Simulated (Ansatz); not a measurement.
# BiAs (model cell, started as zinc blende): from the cell to its phonons, part 2 of 2

The cell of BiAs (model cell, started as zinc blende) is at rest. What are its phonons? After the zone centre comes a 4×4×4 q mesh on a 12×12×12 k mesh.

Ansatz 0.2.0; DFT PBEsol, scalar-relativistic, plane waves, PAW.

So far. Step 2 (Zone-centre response): Before it was imposed, the acoustic sum rule was missed by 5.0e-5 eV/Å². Small misses are needed for a sound result but don't prove that mesh and cutoff are converged. The lowest optical mode is real, 158 cm⁻¹.

The structure was built from a prototype and need not be the compound's stable phase.

## Step 3: Response at finite wavevector

Stability and thermal properties need the whole zone. Linear response on a 4×4×4 q mesh gives force constants as far as a supercell of that size would.

Contents of input.yaml:

```yaml
crystal:
  lattice:
    - [0.0, 3.2992007818, 3.2992007818]
    - [3.2992007818, 0.0, 3.2992007818]
    - [3.2992007818, 3.2992007818, 0.0]
  atoms:
    - { symbol: Bi, position: [0.0, 0.0, 0.0] }
    - { symbol: As, position: [0.25, 0.25, 0.25] }
kpoints:
  mp_grid: { grid: [12, 12, 12] }
hamiltonian:
  xc: pbesol
scf:
  occupations: { method: methfessel_paxton, width: 0.15 }
output:
  eigenvalues: true
phonons:
  method: dfpt
  qmesh: [4, 4, 4]
  temperatures: { t_max: 1000, t_step: 50 }
  qpath:
    path:
      - [[0.0, 0.0, 0.0], [-0.5, -0.5, 0.0], [-0.375, -0.375, 0.25]]
      - [[-0.375, 0.0, 0.375], [0.0, 0.0, 0.0], [0.0, 0.0, 0.5], [-0.5, -0.25, 0.25], [-0.5, -0.5, 0.0]]
    npoints: 10
```

Launch:

```
> ansatz run input.yaml --threads 4 --pin off --max-ram 7168MiB --backend cpu --events-out ev --progress --plain --runs-dir out
```

Numbers of over 12 decimals in the logs are rounded to 6 here.

Log:

```text
Warning: phonons: the dynamical matrix that this run interpolates holds no multipole term above the dipole-dipole one, and a site of this crystal is no centre of inversion, so its interpolated transverse optical and acoustic branches and sound speeds can stay off near Gamma, and the density of states and the thermodynamics with them. What a run solves at a wave vector of phonons.qpoints, Gamma apart, where the deck admits one, is free of this, and under fd what a larger phonons.supercell samples
[...]
Crystal: 2 atoms, lattice volume = 71.822 Å³
Basis set: ecut = 420 eV, 1411 PW (Γ), exchange–correlation on 64×64×64 points (8 copies of the dense FFT grid, shifted against one another)
Bands: 19, of which v1, the nominal top of the filled ones, is band 15 counted from 1 (14 counted from 0)
Symmetry: 24 space group operations
k-points: 72 of 1728 (time reversal used)
[...]
SCF iter   1: F=—  HF=-17054.447067 eV  |F-HF|=—  |Δ(HF+E_count)|=         —  Δρ=1.48e-3  dr2=2.09e-3  ethr=1.77e-3  ⟨swp⟩=5.7  Hψ=6636  notcnv=0
[...]
SCF iter  11: F=-17054.445857 eV  HF=-17054.445857 eV  |F-HF|=0.00e0  |Δ(HF+E_count)|=  1.09e-11  S|Δr|=    0.00e0  Δρ=3.12e-8  dr2=8.53e-13  ethr=1.00e-12  ⟨swp⟩=6.0  Hψ=5706  notcnv=0
SCF 1 converged in 11 iterations: F = -17054.445857 eV  dr2 = 8.53e-13
[...]
iter 1 solved again at ethr=1.49e-7 eV; its pass at ethr=3.10e-3 eV (dr2=4.46e-5 eV) is discarded
SCF iter   1: F=—  HF=-17054.445852 eV  |F-HF|=—  |Δ(HF+E_count)|=         —  Δρ=3.89e-7  dr2=7.79e-11  ethr=1.49e-7  ⟨swp⟩=3.3  Hψ=10508  notcnv=0
eigensolver tolerance schedule: the retry pair's looser diagonalisation over-reported the residual by 572531.77 of it (diagonalisation noise at an unbounded share of the residual, at the tolerance the schedule requests for it); recorded, not acted on — ethr = c·dr2/N_el stays at c = 1.0e-1
[...]
SCF iter   2: F=—  HF=-17054.445857 eV  |F-HF|=—  |Δ(HF+E_count)|=   4.75e-6  S|Δr|=    0.00e0  Δρ=2.33e-7  dr2=2.94e-11  ethr=1.00e-12  ⟨swp⟩=4.0  Hψ=4486  notcnv=0
[...]
SCF iter   4: F=-17054.445857 eV  HF=-17054.445857 eV  |F-HF|=7.28e-12  |Δ(HF+E_count)|=  3.64e-12  S|Δr|=    0.00e0  Δρ=1.08e-7  dr2=6.16e-12  ethr=1.00e-12  ⟨swp⟩=3.5  Hψ=3687  notcnv=0
SCF 2 converged in 4 iterations: F = -17054.445857 eV  dr2 = 6.16e-12
phonons: the bands overlap, so this run is a metal and interpolates without the dipole-dipole term. If the crystal is really an insulator or semiconductor, its LO-TO splitting is missing
NSCF: frozen V_eff on 72 k-points
WARN: eigensolver did not converge in 2 slots of this pass, the one above among them; of largest residual over every band (k=26): 1 band(s) unlocked (lowest unlocked band 18, counted from 0; max residual 1.10e-5 eV among the unlocked bands, 1.10e-5 eV over every band); of lowest unlocked band (k=26): band 18
[...]
DFPT response loops at q = (0, 0, 0) (fractional): preconditioner auto → Kerker (q_TF=auto, 2.359 Å⁻¹) (partly filled bands, converged f_vac=0.127); β = 1.00, the filter's whole step (`scf.mixing.beta` (0.50) is not read by the response loops under this deck's `scf.mixing.preconditioner`; to damp them name `kerker` or `kerker_dos`, under which they read `scf.mixing.beta`, and type it under 1.00, their step now; both keys bind the ground state too); Broyden in place of MSR1
[...]
SCF converged after 11 iterations
[...]
Free energy (F): -17054.445857 eV
[...]
Internal energy: -17054.447383 eV  (E = F + TS)
E sigma→0 (E₀):  -17054.446238 eV
Entropy (-TS):   0.001526 eV (0.763 meV/atom)
Fermi energy:    6.855240 eV
[...]
--- Band table (eV; the first three rows and the last of 72) ---
  k-point 0: bands = [... 11 lower, 0.1391, 5.3027, 5.3027, 5.3027, 7.8575, 7.8575, 7.8575, 10.7680]
  k-point 1: bands = [... 11 lower, -0.0336, 5.2155, 5.2155, 5.2503, 7.9279, 7.9802, 7.9802, 11.1117]
  k-point 2: bands = [... 11 lower, -0.4897, 5.0104, 5.0104, 5.0678, 8.2721, 8.2721, 8.2732, 11.8864]
  k-point 71: bands = [... 11 lower, -3.5899, 3.0564, 3.1118, 7.4594, 8.1725, 9.5225, 10.4422, 13.1510]
--- Phonons (Γ-DFPT): 2 representative perturbations + reference (Σ response iterations 6) ---
  ASR residual: 5.098e-5 → 0.000e0 eV/Å²; symmetrization residual: 2.454e-5 eV/Å²
  ASR residual per site (eV/Å²): 5.10e-5 1.82e-5
  Γ frequencies (cm⁻¹): 0.00 0.00 0.00 158.20 158.20 158.20
--- Phonons (arbitrary-q DFPT): 8 irreducible q on the 4×4×4 mesh ---
  q = [0.0000, 0.0000, 0.0000] (star 1, of the zone-centre solve; hermiticity 9.67e-6, symmetrization 1.22e-11): -0.00 -0.00 0.00 158.20 158.20 158.20
  q = [0.0000, 0.0000, 0.2500] (star 8, 2 solved perturbations on 936 of 1728 k-point pairs; hermiticity 5.80e-6, symmetrization 8.85e-9): -16.20 -16.20 39.83 145.83 150.97 150.97
[...]
q = [0.0000, 0.2500, 0.2500] (star 6, 4 solved perturbations in 1608 linear systems a pass and spin channel, the states on 510 of 1728 k-point pairs; hermiticity 1.04e-5, symmetrization 1.30e-8): -35.66 -35.66 54.83 133.71 133.71 146.48
[...]
sum rule: each row above includes the acoustic sum rule's correction from the zone centre's row sums; it moved no ω² by more than (0.26 cm⁻¹)²
  mesh force constants: q→R imaginary residual 2.01e-18; ASR residual 5.098e-5 → 0.000e0 eV/Å²; symmetrization residual 2.665e-15 eV/Å²
  interpolated dispersion: 62 rows × 6 modes
  density of states and harmonic sums: on the 16×16×16 q-mesh, interpolated from the force constants of a 4×4×4 supercell (no non-analytic term)
  largest difference from the sums on the solved wave vectors: F 6.12e-2 eV, S 7.68e-5 and C_V 1.55e-5 eV/K
  zero-point energy: 0.030416 eV/cell   skipped modes (ω ≤ 0): 196, of them read as no rigid motion or as one in doubt: 193 (1.334e0 modes/cell left out, lowest -35.66 cm⁻¹)   left out of the sums: 2.23e-1 of the cell's modes: C_V's classical limit lies that fraction below 3 k_B per atom; for a crystal, a wire or a layer, F and S can be off by more, and a phonons.interpolated_qmesh denser along its periods is the remedy for the sampling
```

The job ended after 9.9 min (4 threads of Arm Neoverse V1, shared host; peak memory 4.3 GiB).

Numbers from this step:

| Quantity | Value |
| --- | --- |
| sum-rule residual before enforcement | 5.10e-5 eV/Å² |
| lowest frequency on the path | -35.66 cm⁻¹ |
| highest frequency on the path or at a solved wavevector | 158.2 cm⁻¹ |
| lowest mode on the q mesh (acoustic modes at Γ apart) | -35.66 cm⁻¹ |

Frequencies (cm⁻¹) solved at each irreducible wavevector; negative means imaginary. Frequencies by wavevector, by row:

```
q in reciprocal lattice units  star  mode 1  mode 2  mode 3  mode 4  mode 5  mode 6
                        0 0 0     1       0       0       0   158.2   158.2   158.2
                     0 0 0.25     8   -16.2   -16.2    39.8   145.8     151     151
                     0 0 -0.5     4     8.6     8.6    76.8     134   148.2   148.2
                  0 0.25 0.25     6   -35.7   -35.7    54.8   133.7   133.7   146.5
                  0 0.25 -0.5    24   -14.1    -5.5    77.1   128.2   130.8   141.5
                 0 0.25 -0.25    12   -20.4     9.3      71   137.3   142.1   144.8
                  0 -0.5 -0.5     3    21.4    21.4    74.1   111.3   111.3   143.5
              0.25 -0.5 -0.25     6     -23    31.4    78.9   120.9   126.8   133.6
```

Interpolated from a 4×4×4 q mesh. The phonon branches at the labelled points (cm⁻¹):

```
    point  branch 1  branch 2  branch 3  branch 4  branch 5  branch 6
        Γ         0         0         0       158       158       158
  halfway       -36       -36        55       134       134       146
        X        21        21        74       111       111       144
  halfway        18        23        75       115       115       142
        U        12        24        77       123       123       140
jump to K        12        24        77       123       123       140
  halfway       -29        -7        55       142       147       148
        Γ         0         0         0       158       158       158
  halfway       -16       -16        40       146       151       151
        L         8         8        77       134       148       148
  halfway       -17        18        80       131       137       142
        W       -23        31        79       121       127       134
  halfway        -6        28        76       117       118       140
        X        21        21        74       111       111       144
```

The phonon branches as a text plot (rows in cm⁻¹):

```
    154 |******                  ************
    146 |   *  **   ***     ********       ***********         **
    138 |    **  ***   **********             *****  ***** ****
    130 |      **          **                      *********
    122 |        *      ***                              *****
    114 |         *******                                     ***
    106 |
     98 |
     90 |
     81 |                  *                       **********
     73 |        ********** ***                 ***          ****
     65 |       *              *               *
     57 |      *                *             *
     49 |                                    *
     41 |    **                  *          *
     33 |   *                     **       *             *****
     25 |  *         *******                           **     ***
     17 |           * ****          *     *          **        **
      9 | *               ******     *  **      *****         *
      1 |*                            **           *
     -7 | *                     **  **  **    **    *
    -16 |  *      **         **   ***     ****       **     **
    -24 |   *                  *  **                   *****
    -32 |    *****              **
         Γ           X  U|K            Γ         L        W     X
```

The phonon density of states has structure finer than the step of the table below, so its rows give means over 5 cm⁻¹, whole bins alone (the curve runs from -35 to 159 cm⁻¹). Peaks (cm⁻¹: height): -21.0: 0.0680, 79.0: 0.105, 141.0: 0.172.

Tetrahedra on a 16×16×16 mesh, mean over bins of 2 cm-1. Interpolated from a 4×4×4 q mesh. The phonon density of states by wavenumber; means over each step:

```
wavenumber (cm⁻¹)  phonon density of states (1/cm⁻¹/cell)
              -30                                  0.0329
              -25                                  0.0511
              -20                                  0.0627
              -15                                  0.0521
              -10                                  0.0329
               -5                                  0.0216
                0                                  0.0182
                5                                  0.0201
               10                                  0.0257
               15                                  0.0210
               20                                  0.0235
               25                                  0.0246
               30                                  0.0127
               35                                 0.00361
               40                                 0.00417
               45                                 0.00513
               50                                 0.00639
               55                                 0.00798
               60                                  0.0105
               65                                  0.0144
               70                                  0.0234
               75                                  0.0655
               80                                  0.0513
               85                                  2.0e-6
               90                                       0
               95                                       0
              100                                       0
              105                                       0
              110                                 0.00132
              115                                  0.0147
              120                                  0.0338
              125                                  0.0534
              130                                  0.0734
              135                                  0.0939
              140                                   0.136
              145                                   0.118
              150                                  0.0589
              155                                  0.0157
```

Phonopy on the run's constants, 15x15x15 mesh, Gaussian sigma 2.0 cm-1. Interpolated from a 4×4×4 q mesh. Partial phonon density of states against wavenumber; read off at these points; values in 1/cm⁻¹/cell:

```
wavenumber (cm⁻¹)       As       Bi
            -45.0        0        0
            -40.0   9.8e-5   1.8e-4
            -35.0  0.00378   0.0072
            -30.0   0.0105   0.0213
            -25.0   0.0171   0.0362
            -20.0   0.0189   0.0422
            -15.0   0.0169   0.0392
            -10.0   0.0121   0.0289
             -5.0  0.00349  0.00851
              0.0  0.00120  0.00303
              5.0  0.00583   0.0144
             10.0  0.00833   0.0205
             15.0  0.00754   0.0187
             20.0  0.00647   0.0164
             25.0  0.00668   0.0183
             30.0  0.00382   0.0115
             35.0   7.8e-4  0.00239
             40.0  0.00117  0.00359
             45.0   9.9e-4  0.00336
             50.0  0.00172  0.00597
             55.0  0.00142  0.00551
             60.0   0.0021  0.00936
             65.0  0.00205   0.0111
             70.0  0.00282   0.0213
             75.0  0.00364   0.0600
             77.9  0.00378   0.0795
             80.0  0.00221   0.0496
             85.0   2.6e-5   5.4e-4
             90.0        0        0
             95.0        0        0
            100.0        0        0
            105.0   6.4e-6        0
            110.0  0.00137   6.5e-4
            115.0   0.0107  0.00494
            120.0   0.0238   0.0105
            125.0   0.0384   0.0154
            130.0   0.0534   0.0186
            135.0   0.0728   0.0206
            140.0    0.111   0.0237
            141.3    0.116   0.0249
            145.0   0.0903   0.0265
            150.0   0.0445   0.0157
            155.0   0.0120  0.00427
            160.0  0.00116   4.1e-4
            165.0        0        0
```

Second derivatives of the energy by pair, one row for each kind of neighbour of each atom listed. Each entry sums the pair over the periodic images of the supercell that the q mesh stands for, and in a polar crystal it holds the long-range dipole part too. Force constants by pair, by row:

```
atom  neighbour  distance (Å)  third of the trace (eV/Å²)  along the pair's line (eV/Å²)
 Bi1     itself             0                       4.469                              –
 Bi1         As         2.857                      -1.214                          -2.98
 Bi1         Bi         4.666                      0.0732                        -0.0544
 Bi1         As         5.471                     -0.0088                        -0.0585
 Bi1         Bi         6.598                     -0.1109                        -0.1044
 Bi1         As          7.19                     -0.0071                        -0.0065
 As2     itself             0                       4.026                              –
 As2         Bi         2.857                      -1.214                          -2.98
 As2         As         4.666                      0.0638                        -0.0986
 As2         Bi         5.471                     -0.0088                        -0.0585
 As2         As         6.598                      -0.067                        -0.0738
 As2         Bi          7.19                     -0.0071                        -0.0065
```

Symmetry leaves 8 wavevectors to solve. The lowest mode among them, the acoustic zeros apart, lies at q = (0, 0.25, 0.25) and is imaginary, 35.7i cm⁻¹, so the energy falls along it.

## Step 4: Results

```
space group (within 0.01 Å)                             : F-43m
volume per atom                                         : 35.9 Å³
electronic character                                    : no gap on this mesh
highest optical mode at the zone centre (no LO-TO term) : 158 cm⁻¹
lowest optical zone-centre mode                         : 158 cm⁻¹
lowest mode on the q mesh (acoustic modes at Γ apart)   : -35.7 cm⁻¹
highest frequency on the path or at a solved wavevector : 158 cm⁻¹
imaginary modes on the 4×4×4 q mesh                     : yes
```

**Reading.** Modes are clearly imaginary (beyond 10i cm⁻¹) at 5 of the 8 irreducible wavevectors, most at q = (0, 0.25, 0.25) (35.7i cm⁻¹), so this structure is not a minimum of the energy. The optical modes at Γ form one degenerate level at 158 cm⁻¹. The highest mode in this list at Γ, 158.2 cm⁻¹, is mostly motion of As (74 % of the kinetic energy). With no gap, or one that is small against the smearing, the frequencies hang on the k mesh and the smearing, most of all near Kohn anomalies. Spin-orbit coupling is left out, which can matter for the heavy elements here. A phonon run warned that its eigensolver left some bands unconverged in a pass. The starting cell was built on a prototype and not taken from a measurement, so the phase need not exist. These are harmonic frequencies at zero temperature: anharmonic shifts, linewidths and thermal expansion are left out.

[Logs are printed without paths, hosts, clocks, repeated set-up lines and the standing remarks that a program may print on its own settings, such as how far it seeks lower states.]

[Hosts, paths, dates, database ids (printed as entryN), source tags and the programs' standing remarks are cut or masked in the printed files.]
